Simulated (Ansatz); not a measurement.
# A hypothetical structure for MgHF

This structure for MgHF is made up. Its elements were placed in a known structure type with a cell scaled to their sizes. What cell does the guess relax to, and how far off was it?

Program: Ansatz 0.2.0. Level of theory: DFT, PBE, plane-wave PAW, files of the set soft_1, scalar-relativistic, no spin, cell and ions relaxed at zero pressure; PAW set soft_1, in the first sound run; inputs show where later runs differ. Results are calculated unless marked as measured.

## (1) Starting point

The structure is tetragonal, space group P4/nmm (No. 129). The conventional cell has a = 3.221 Å, b = 3.221 Å, c = 5.286 Å, α = 90.00°, β = 90.00°, γ = 90.00°. Mg has 4 H at 1.95 Å and 5 F at 2.32 to 2.40 Å nearest. F has 5 Mg at 2.32 to 2.40 Å nearest. Nearest to H lie 4 Mg at 1.95 Å. Farther neighbours and most contacts between anions are not listed.

## (2) Relaxing cell and atoms

The guess takes its coordinates from another compound and its volume from a rule, so the cell and any free coordinates are relaxed together.

input.yaml reads:

```yaml
crystal:
  lattice:
    - [3.221, 0.0, 0.0]
    - [0.0, 3.221, 0.0]
    - [0.0, 0.0, 5.286]
  atoms:
    - { symbol: Mg, position: [0.5, 0.0, 0.7909] }
    - { symbol: Mg, position: [0.0, 0.5, 0.2091] }
    - { symbol: F, position: [0.5, 0.0, 0.3516] }
    - { symbol: F, position: [0.0, 0.5, 0.6484] }
    - { symbol: H, position: [0.5, 0.5, 0.0] }
    - { symbol: H, position: [0.0, 0.0, 0.0] }
kpoints:
  mp_grid: { grid: [8, 8, 5] }
scf:
  occupations: { method: fermi_dirac, width: 0.05 }
hamiltonian:
  xc: pbe
  pseudopotentials: { kind: paw, azcp: { folder: soft_1 } }
relax:
  f_tol: 0.015
  max_steps: 70
  cell: {}
output:
  forces: true
  stress: true
```

Launch:

```console
> ansatz run input.yaml --threads 4 --pin off --max-ram 10240MiB --backend cpu --events-out ev --progress --plain --runs-dir out
```

Numbers of over 12 decimals in the logs are rounded to 6 here.

What it wrote:

```text
Engine: ansatz 0.2.0, x86_64-unknown-linux-gnu
Pseudopotentials: kind: paw
Pseudopotential: Mg, paw, valence charge 10, recommended cutoff 420 eV (normal), soft_1/Mg.paw.azcp
Pseudopotential: F, paw, valence charge 7, recommended cutoff 420 eV (normal), soft_1/F.paw.azcp
Pseudopotential: H, paw, valence charge 1, recommended cutoff 420 eV (normal), soft_1/H.paw.azcp
Functional definition: PBE
  parameter kappa = 0.804
  parameter beta = 0.066725
  exchange = pbe_x(kappa = kappa, mu = beta*pi^2/3)
  correlation = pbe_c(beta = beta)
Crystal: 6 atoms, lattice volume = 54.841 Å³
Basis set: ecut = 420 eV, 1073 PW (Γ), exchange–correlation on 48×48×72 points (8 copies of the dense FFT grid, shifted against one another)
Bands: 24, of which v1, the nominal top of the filled ones, is band 18 counted from 1 (17 counted from 0)
Symmetry: 16 space group operations
Space group: P4/nmm (ITA 129), of the structure as read, at distance tolerance 3.8e-5 Å
k-points: 45 of 320
Non-local potential: Mg, projectors of the file, l = 0: 3, l = 1: 2, l = 2: 1
Non-local potential: F, projectors of the file, l = 0: 2, l = 1: 2, l = 2: 1
Non-local potential: H, projectors of the file, l = 0: 2, l = 1: 1
PAW form: soft (Blöchl's): semilocal exchange-correlation on the pseudo side does not see the compensation charge
PAW one-centre angular grid: Mg, 110 points (default); XC on 64 Gauss nodes
PAW one-centre angular grid: F, 110 points (default); XC on 64 Gauss nodes
PAW one-centre angular grid: H, 110 points (default); XC on 64 Gauss nodes
Initial density: superposition of atomic densities (chi_scale 0.1, normalization cell, long waves kept (reshape's long-wave potential 0.72 eV rms))
Initial wavefunctions: pseudopotential atomic-orbital guess
Functional: x = pbe(κ = 0.804, μ = 0.219515), c = pbe(β = 0.066725)
SCF iter   1: F=—  HF=-5512.330983 eV  |F-HF|=—  |Δ(HF+E_count)|=         —  Δρ=3.00e-1  dr2=6.22e1  ethr=3.10e-3  ⟨swp⟩=6.6  Hψ=5839  notcnv=0
preconditioner: auto → none  [insulator: Δε(μ)=0.300 eV  Ē_g=12.385 eV  σ=0.050 eV  W_gap=0.88  n_scr=16 (ndim 8)  ℏωp=22.4 eV  f_vac=0.000  D(μ)=0.28/eV (n_scr^D=0)  ε∞_Penn≈4.3]
SCF iter   2: F=—  HF=-5502.428492 eV  |F-HF|=—  |Δ(HF+E_count)|=    9.90e0  Δρ=1.18e-1  dr2=8.01e0  ethr=3.10e-3  ⟨swp⟩=3.9  Hψ=2706  notcnv=0  defer=51
SCF iter   3: F=—  HF=-5500.499376 eV  |F-HF|=—  |Δ(HF+E_count)|=    1.93e0  Δρ=2.80e-2  dr2=1.03e0  ethr=3.10e-3  ⟨swp⟩=3.5  Hψ=2111  notcnv=0  defer=58
SCF iter   4: F=—  HF=-5500.151895 eV  |F-HF|=—  |Δ(HF+E_count)|=   3.47e-1  Δρ=1.51e-2  dr2=2.20e-1  ethr=2.87e-3  ⟨swp⟩=2.4  Hψ=1670  notcnv=0  defer=70
SCF iter   5: F=—  HF=-5500.079599 eV  |F-HF|=—  |Δ(HF+E_count)|=   7.23e-2  Δρ=2.74e-3  dr2=5.09e-3  ethr=6.11e-4  ⟨swp⟩=3.2  Hψ=1759  notcnv=0  defer=70
SCF iter   6: F=—  HF=-5500.079639 eV  |F-HF|=—  |Δ(HF+E_count)|=   3.93e-5  Δρ=9.92e-4  dr2=2.57e-4  ethr=1.41e-5  ⟨swp⟩=2.0  Hψ=2229  notcnv=0  defer=70
SCF iter   7: F=—  HF=-5500.079437 eV  |F-HF|=—  |Δ(HF+E_count)|=   2.02e-4  Δρ=1.37e-4  dr2=7.47e-6  ethr=7.14e-7  ⟨swp⟩=2.0  Hψ=1819  notcnv=0  defer=70
SCF iter   8: F=—  HF=-5500.079075 eV  |F-HF|=—  |Δ(HF+E_count)|=   3.62e-4  Δρ=2.40e-5  dr2=5.01e-7  ethr=2.07e-8  ⟨swp⟩=2.0  Hψ=1813  notcnv=0  defer=70
SCF iter   9: F=-5500.079075 eV  HF=-5500.079075 eV  |F-HF|=1.09e-8  |Δ(HF+E_count)|=   1.51e-7  Δρ=4.20e-6  dr2=1.35e-8  ethr=2.78e-10  ⟨swp⟩=4.4  Hψ=3626  notcnv=0
SCF 1 converged in 9 iterations: F = -5500.079075 eV  dr2 = 1.35e-8
  greatest PAW one-centre occupation: 1.000 electrons in one spin orbital (limit 2), on the Mg atom at site 1 (counted from 0), in its partial waves of l = 0
relax step   1: F+E_penalty+E_count = -5500.07907495 eV  Δ(F+E_penalty+E_count) = +0.000e0 eV  max|allowed force component| = 1.019e0 eV/Å  Δτ_max = 0.0000 Å  P = -1.697 GPa  Ω = 54.841 Å³  (9 SCF iters, dr2 threshold 1.00e-7 eV, accepted)
Crystal: 6 atoms, lattice volume = 54.525 Å³
Basis set: ecut = 420 eV, 1059 PW (Γ), exchange–correlation on 48×48×72 points (8 copies of the dense FFT grid, shifted against one another)
Initial density: handed on by an earlier stage of this run
Initial wavefunctions: those handed on with the density
iter 1 solved again at ethr=6.46e-4 eV; its pass at ethr=3.10e-3 eV (dr2=2.33e-1 eV) is discarded
SCF iter   1: F=—  HF=-5500.172261 eV  |F-HF|=—  |Δ(HF+E_count)|=         —  Δρ=2.89e-2  dr2=2.33e-1  ethr=6.46e-4  ⟨swp⟩=1.2  Hψ=6489  notcnv=0
preconditioner: auto → none  [insulator: Δε(μ)=0.637 eV  Ē_g=12.308 eV  σ=0.050 eV  W_gap=1.00  n_scr=16 (ndim 8)  ℏωp=20.1 eV  f_vac=0.000  D(μ)=0.00/eV (n_scr^D=0)  ε∞_Penn≈3.7]
SCF iter   2: F=—  HF=-5500.094567 eV  |F-HF|=—  |Δ(HF+E_count)|=   7.77e-2  Δρ=1.10e-2  dr2=2.01e-2  ethr=6.46e-4  ⟨swp⟩=2.0  Hψ=1692  notcnv=0
SCF iter   3: F=—  HF=-5500.093298 eV  |F-HF|=—  |Δ(HF+E_count)|=   1.27e-3  Δρ=2.73e-3  dr2=6.06e-4  ethr=5.57e-5  ⟨swp⟩=2.0  Hψ=1845  notcnv=0  defer=33
SCF iter   4: F=—  HF=-5500.093795 eV  |F-HF|=—  |Δ(HF+E_count)|=   4.97e-4  Δρ=3.71e-4  dr2=3.75e-5  ethr=1.68e-6  ⟨swp⟩=2.8  Hψ=1838  notcnv=0  defer=33
SCF iter   5: F=—  HF=-5500.093903 eV  |F-HF|=—  |Δ(HF+E_count)|=   1.08e-4  Δρ=5.56e-5  dr2=6.68e-7  ethr=1.04e-7  ⟨swp⟩=2.0  Hψ=1543  notcnv=0  defer=33
SCF iter   6: F=-5500.093903 eV  HF=-5500.093903 eV  |F-HF|=2.15e-8  |Δ(HF+E_count)|=   1.40e-7  Δρ=7.61e-6  dr2=1.67e-8  ethr=1.67e-9  ⟨swp⟩=4.0  Hψ=3684  notcnv=0
SCF 2 converged in 6 iterations: F = -5500.093903 eV  dr2 = 1.67e-8
relax step   2: F+E_penalty+E_count = -5500.09390343 eV  Δ(F+E_penalty+E_count) = -1.483e-2 eV  max|allowed force component| = 8.348e-1 eV/Å  Δτ_max = 0.1802 Å  P = -1.823 GPa  Ω = 54.525 Å³  energy of the carried Pulay correction = +6.075e-4 eV  (6 SCF iters, dr2 threshold 6.00e-7 eV, accepted)
Crystal: 6 atoms, lattice volume = 53.341 Å³
Basis set: ecut = 420 eV, 1033 PW (Γ), exchange–correlation on 48×48×72 points (8 copies of the dense FFT grid, shifted against one another)
iter 1 solved again at ethr=1.26e-4 eV; its pass at ethr=3.10e-3 eV (dr2=4.53e-2 eV) is discarded
SCF iter   1: F=—  HF=-5500.310984 eV  |F-HF|=—  |Δ(HF+E_count)|=         —  Δρ=1.30e-2  dr2=4.59e-2  ethr=1.26e-4  ⟨swp⟩=1.8  Hψ=5910  notcnv=0
preconditioner: auto → none  [insulator: Δε(μ)=0.855 eV  Ē_g=12.817 eV  σ=0.050 eV  W_gap=1.00  n_scr=16 (ndim 8)  ℏωp=20.3 eV  f_vac=0.000  D(μ)=0.00/eV (n_scr^D=0)  ε∞_Penn≈3.5]
SCF iter   2: F=—  HF=-5500.299776 eV  |F-HF|=—  |Δ(HF+E_count)|=   1.12e-2  Δρ=5.80e-3  dr2=6.44e-3  ethr=1.26e-4  ⟨swp⟩=2.0  Hψ=1688  notcnv=0
SCF iter   3: F=—  HF=-5500.299863 eV  |F-HF|=—  |Δ(HF+E_count)|=   8.76e-5  Δρ=1.17e-3  dr2=1.94e-4  ethr=1.79e-5  ⟨swp⟩=2.4  Hψ=1759  notcnv=0
SCF iter   4: F=—  HF=-5500.299630 eV  |F-HF|=—  |Δ(HF+E_count)|=   2.33e-4  Δρ=2.35e-4  dr2=9.89e-6  ethr=5.38e-7  ⟨swp⟩=2.0  Hψ=1603  notcnv=0
iter 5 did not close the SCF: its close was put off for the readings that it lacked (scf_convergence_deferred on its scf_iter line)
SCF iter   5: F=-5500.299636 eV  HF=-5500.299636 eV  |F-HF|=1.00e-7  |Δ(HF+E_count)|=   6.10e-6  Δρ=3.71e-5  dr2=2.62e-7  ethr=2.75e-8  ⟨swp⟩=2.1  Hψ=1491  notcnv=0
SCF iter   6: F=-5500.299636 eV  HF=-5500.299636 eV  |F-HF|=1.39e-9  |Δ(HF+E_count)|=   1.46e-7  Δρ=3.29e-6  dr2=3.00e-9  ethr=7.28e-10  ⟨swp⟩=2.4  Hψ=3965  notcnv=0
SCF 3 converged in 6 iterations: F = -5500.299636 eV  dr2 = 3.00e-9
relax step   3: F+E_penalty+E_count = -5500.29963626 eV  Δ(F+E_penalty+E_count) = -2.057e-1 eV  max|allowed force component| = 2.009e-1 eV/Å  Δτ_max = 0.0513 Å  P = +0.284 GPa  Ω = 53.341 Å³  energy of the carried Pulay correction = +2.909e-3 eV  (6 SCF iters, dr2 threshold 6.00e-7 eV, accepted)
[...]
relax step   4: F+E_penalty+E_count = -5500.36409272 eV  Δ(F+E_penalty+E_count) = -6.446e-2 eV  max|allowed force component| = 1.033e-1 eV/Å  Δτ_max = 0.0283 Å  P = +1.680 GPa  Ω = 53.675 Å³  energy of the carried Pulay correction = +2.255e-3 eV  (6 SCF iters, dr2 threshold 6.00e-7 eV, accepted)
[...]
relax step   5: F+E_penalty+E_count = -5500.37036055 eV  Δ(F+E_penalty+E_count) = -6.268e-3 eV  max|allowed force component| = 1.007e-1 eV/Å  Δτ_max = 0.0129 Å  P = -0.315 GPa  Ω = 55.267 Å³  energy of the carried Pulay correction = -8.107e-4 eV  (6 SCF iters, dr2 threshold 6.00e-7 eV, accepted)
[...]
relax step   6: F+E_penalty+E_count = -5500.37183612 eV  Δ(F+E_penalty+E_count) = -1.476e-3 eV  max|allowed force component| = 1.043e-2 eV/Å  Δτ_max = 0.0077 Å  P = +0.019 GPa  Ω = 55.121 Å³  energy of the carried Pulay correction = -5.326e-4 eV  (6 SCF iters, dr2 threshold 6.00e-7 eV, accepted)
[...]
relax step   7: F+E_penalty+E_count = -5500.37183378 eV  Δ(F+E_penalty+E_count) = +2.343e-6 eV  max|allowed force component| = 2.938e-3 eV/Å  Δτ_max = 0.0013 Å  P = +0.009 GPa  Ω = 55.132 Å³  energy of the carried Pulay correction = -5.543e-4 eV  (6 SCF iters, dr2 threshold 1.34e-8 eV, accepted)
[...]
relax step   8: F+E_penalty+E_count = -5500.37505202 eV  Δ(F+E_penalty+E_count) = -3.218e-3 eV  max|allowed force component| = 2.724e-3 eV/Å  Δτ_max = 0.0000 Å  P = +0.105 GPa  Ω = 55.132 Å³  stress off target by 2.09e-1 GPa  SCF on the basis re-selected at this cell (its energy is not comparable with the rows above)  (6 SCF iters)
[...]
relax step   9: F+E_penalty+E_count = -5500.37497473 eV  Δ(F+E_penalty+E_count) = +7.729e-5 eV  max|allowed force component| = 1.127e-3 eV/Å  Δτ_max = 0.0012 Å  P = +0.017 GPa  Ω = 55.284 Å³  energy of the carried Pulay correction = -2.917e-4 eV  (6 SCF iters, dr2 threshold 1.09e-7 eV, accepted)
iter 1 solved again at ethr=5.96e-8 eV; its pass at ethr=3.10e-3 eV (dr2=2.14e-5 eV) is discarded
SCF iter   1: F=—  HF=-5500.375477 eV  |F-HF|=—  |Δ(HF+E_count)|=         —  Δρ=1.83e-4  dr2=4.65e-7  ethr=5.96e-8  ⟨swp⟩=3.4  Hψ=8354  notcnv=0
preconditioner: auto → none  [insulator: Δε(μ)=1.623 eV  Ē_g=12.549 eV  σ=0.050 eV  W_gap=1.00  n_scr=16 (ndim 8)  ℏωp=20.0 eV  f_vac=0.000  D(μ)=0.00/eV (n_scr^D=0)  ε∞_Penn≈3.5]
SCF iter   2: F=—  HF=-5500.375224 eV  |F-HF|=—  |Δ(HF+E_count)|=   2.53e-4  Δρ=9.12e-5  dr2=1.20e-7  ethr=1.29e-9  ⟨swp⟩=2.0  Hψ=1890  notcnv=0
SCF iter   3: F=—  HF=-5500.375268 eV  |F-HF|=—  |Δ(HF+E_count)|=   4.41e-5  Δρ=2.08e-5  dr2=1.11e-8  ethr=3.34e-10  ⟨swp⟩=2.0  Hψ=1394  notcnv=0
SCF iter   4: F=—  HF=-5500.375270 eV  |F-HF|=—  |Δ(HF+E_count)|=   2.28e-6  Δρ=1.07e-6  dr2=3.16e-10  ethr=3.09e-11  ⟨swp⟩=2.0  Hψ=1506  notcnv=0
iter 5 did not close the SCF: its close was put off for the readings that it lacked (scf_convergence_deferred on its scf_iter line)
SCF iter   5: F=-5500.375270 eV  HF=-5500.375270 eV  |F-HF|=5.73e-11  |Δ(HF+E_count)|=  3.16e-10  Δρ=4.04e-7  dr2=3.82e-11  ethr=1.00e-12  ⟨swp⟩=2.5  Hψ=1473  notcnv=0
SCF iter   6: F=-5500.375270 eV  HF=-5500.375270 eV  |F-HF|=0.00e0  |Δ(HF+E_count)|=  7.00e-11  Δρ=6.39e-8  dr2=7.56e-13  ethr=1.00e-12  ⟨swp⟩=3.0  Hψ=3848  notcnv=0
SCF 10 converged in 6 iterations: F = -5500.375270 eV  dr2 = 7.56e-13
relax step  10: F+E_penalty+E_count = -5500.37527000 eV  Δ(F+E_penalty+E_count) = -2.953e-4 eV  max|allowed force component| = 1.112e-3 eV/Å  Δτ_max = 0.0000 Å  P = +0.019 GPa  Ω = 55.284 Å³  stress off target by 3.17e-2 GPa  SCF on the basis re-selected at this cell (its energy is not comparable with the rows above)  (6 SCF iters)
basis re-selected at this cell: Δ(F+E_penalty+E_count) = -2.953e-4 eV, ΔP = +0.002 GPa vs the last step (what re-selecting the basis moved, of the pressure what is left beyond the Pulay correction that the steps carried, after the strain that the cell walked since its last selection, with what the two solves' SCF thresholds leave and, on support functions, any second-order correction that the steps lacked; it is no m [...]
SCF converged after 6 iterations
Free energy (F): -5500.375270 eV
Harris-Foulkes:  -5500.375270 eV  (|F-HF|=0.00e0)
Internal energy: -5500.375270 eV  (E = F + TS)
E sigma→0 (E₀):  -5500.375270 eV
Fermi energy:    7.356195 eV
--- Per-component energies (eV) ---
  E_band       = -750.264174
  E_kinetic    = 568.462963
  E_local      = -4304.038641  (includes V_loc(G=0)·N_el)
  E_nonlocal   = 564.585494
  E_hartree    = 1475.233436
  E_xc         = -227.918269
  E_vxc        = -292.955129  (∫ρ·V_xc dr)
  E_paw        = -1014.364759  (= ΣΔE_a)
  E_vpaw       = -236.784662  (= ΣTr[D̂ρ^β])
  E_aug_tail   = -0.001066  (compensation charges beyond the density's cutoff)
  E_ewald      = -2562.334427
  E_smearing   = -0.000000  (= −TS)
  E_closure    = -0.000000  (closes the sum)
  Σ components = -5500.375270   (vs F -5500.375270, Δ=0.00e0)
--- Forces (eV/Å), atoms counted from 1 ---
  atom   1  Mg    -0.00000000    -0.00000000    -0.00111203
  atom   2  Mg     0.00000000     0.00000000     0.00111203
  atom   3  F     -0.00000000    -0.00000000    -0.00093679
  atom   4  F      0.00000000     0.00000000     0.00093679
  atom   5  H     -0.00000000    -0.00000000    -0.00000000
  atom   6  H      0.00000000     0.00000000    -0.00000000
  max |Σ_I F_I| component: 2.17e-19 eV/Å
--- Stress (GPa, compression-positive) ---
        0.031685       0.000000      -0.000000
        0.000000       0.031685      -0.000000
       -0.000000      -0.000000      -0.007267
  P = ⅓ Tr σ = 0.0187 GPa (0.187 kbar)
--- Relaxed structure (8 steps of the walk, 8 accepted, 2 SCFs on fresh bases) ---
  F+E_penalty+E_count = -5500.37527000 eV   max|allowed force component| = 1.112e-3 eV/Å   (the final SCF, on the basis selected at the relaxed cell)
  cell:  # Å, volume = 55.2840 Å³
    - [3.311341, 0, 0]
    - [0, 3.311341, 0]
    - [0, 0, 5.041866]
  atoms:
    - { symbol: Mg, position: [0.5, 0, 0.777576] }
    - { symbol: Mg, position: [0, 0.5, 0.222424] }
    - { symbol: F, position: [0.5, 0, 0.385233] }
    - { symbol: F, position: [0, 0.5, 0.614767] }
    - { symbol: H, position: [0.5, 0.5, -1.0939106293207266e-19] }
    - { symbol: H, position: [0, 0, -1.0939106293207235e-19] }
```

It took 15 s on 4 threads of Intel Xeon at 2.80GHz (Skylake/Cascade Lake), shared host; peak memory 0.45 GiB; 30 s of CPU time.

Relaxation path:

| step | energy less that of the first step (eV) | largest force component (eV/Å) | pressure (GPa) | volume (Å³) |
| --- | --- | --- | --- | --- |
| 1 | 0.0000 | 1.0195 | -1.70 | 54.84 |
| 2 | -0.0148 | 0.8348 | -1.82 | 54.52 |
| 3 | -0.2206 | 0.2009 | 0.28 | 53.34 |
| 4 | -0.2850 | 0.1033 | 1.68 | 53.68 |
| 5 | -0.2913 | 0.1007 | -0.31 | 55.27 |
| 6 | -0.2928 | 0.0104 | 0.02 | 55.12 |
| 7 | -0.2928 | 0.0029 | 0.01 | 55.13 |
| 8* | -0.2960 | 0.0027 | 0.10 | 55.13 |
| 9 | -0.2959 | 0.0011 | 0.02 | 55.28 |
| 10* | -0.2962 | 0.0011 | 0.02 | 55.28 |

Relaxation steps marked * repeat the geometry before them on a plane-wave basis chosen anew for their cell, so energy and pressure can jump there.

Forces are held to the 16 operations that the run works with; a distortion that breaks them can't arise in this run.

| conventional cell, symmetrised | before | after | change |
| --- | --- | --- | --- |
| a (Å) | 3.221 | 3.311 | +2.8 % |
| b (Å) | 3.221 | 3.311 | +2.8 % |
| c (Å) | 5.286 | 5.042 | -4.6 % |
| volume (Å³/atom) | 9.14 | 9.21 | +0.8 % |

The atoms that moved most (Å, as changes of fractional coordinates times the final cell):

| atom | dx | dy | dz | length |
| --- | --- | --- | --- | --- |
| F4 | 0.000 | 0.000 | -0.170 | 0.170 |
| F3 | 0.000 | 0.000 | 0.170 | 0.170 |
| Mg1 | 0.000 | 0.000 | -0.067 | 0.067 |
| Mg2 | 0.000 | 0.000 | 0.067 | 0.067 |

The relaxed structure:

```xyz
6
Lattice="3.3113 0.0000 0.0000 0.0000 3.3113 0.0000 0.0000 0.0000 5.0419" Properties=species:S:1:pos:R:3 pbc="T T T"
Mg    1.6557    0.0000    3.9204
Mg    0.0000    1.6557    1.1214
F     1.6557    0.0000    1.9423
F     0.0000    1.6557    3.0996
H     1.6557    1.6557    0.0000
H     0.0000    0.0000    0.0000
```

This step gave:

| Property | Result |
| --- | --- |
| free energy | -5500.3753 eV |
| Fermi energy | 7.356 eV |
| gap by band count | 1.623 eV |
| electrons | 36 |
| symmetry operations | 16 |
| pressure | 0.01870 GPa |

The shortest distance of each pair, which need not be the same contact before and after:

| pair | guess (Å) | relaxed (Å) |
| --- | --- | --- |
| F–Mg | 2.322 | 1.978 |
| H–Mg | 1.953 | 2.000 |
| H–H | 2.278 | 2.341 |
| F–H | 2.459 | 2.552 |
| F–F | 2.766 | 2.612 |

The relaxation ends with a largest force component of 0.0011 eV/Å and a pressure of 0.02 GPa.

(Part 1 of 2 ends here.)

[Logs are printed without paths, hosts, clocks, repeated set-up lines and the standing remarks that a program may print on its own settings, such as how far it seeks lower states.]

[Hosts, paths, dates, database ids (printed as entryN), source tags and the programs' standing remarks are cut or masked in the printed files.]
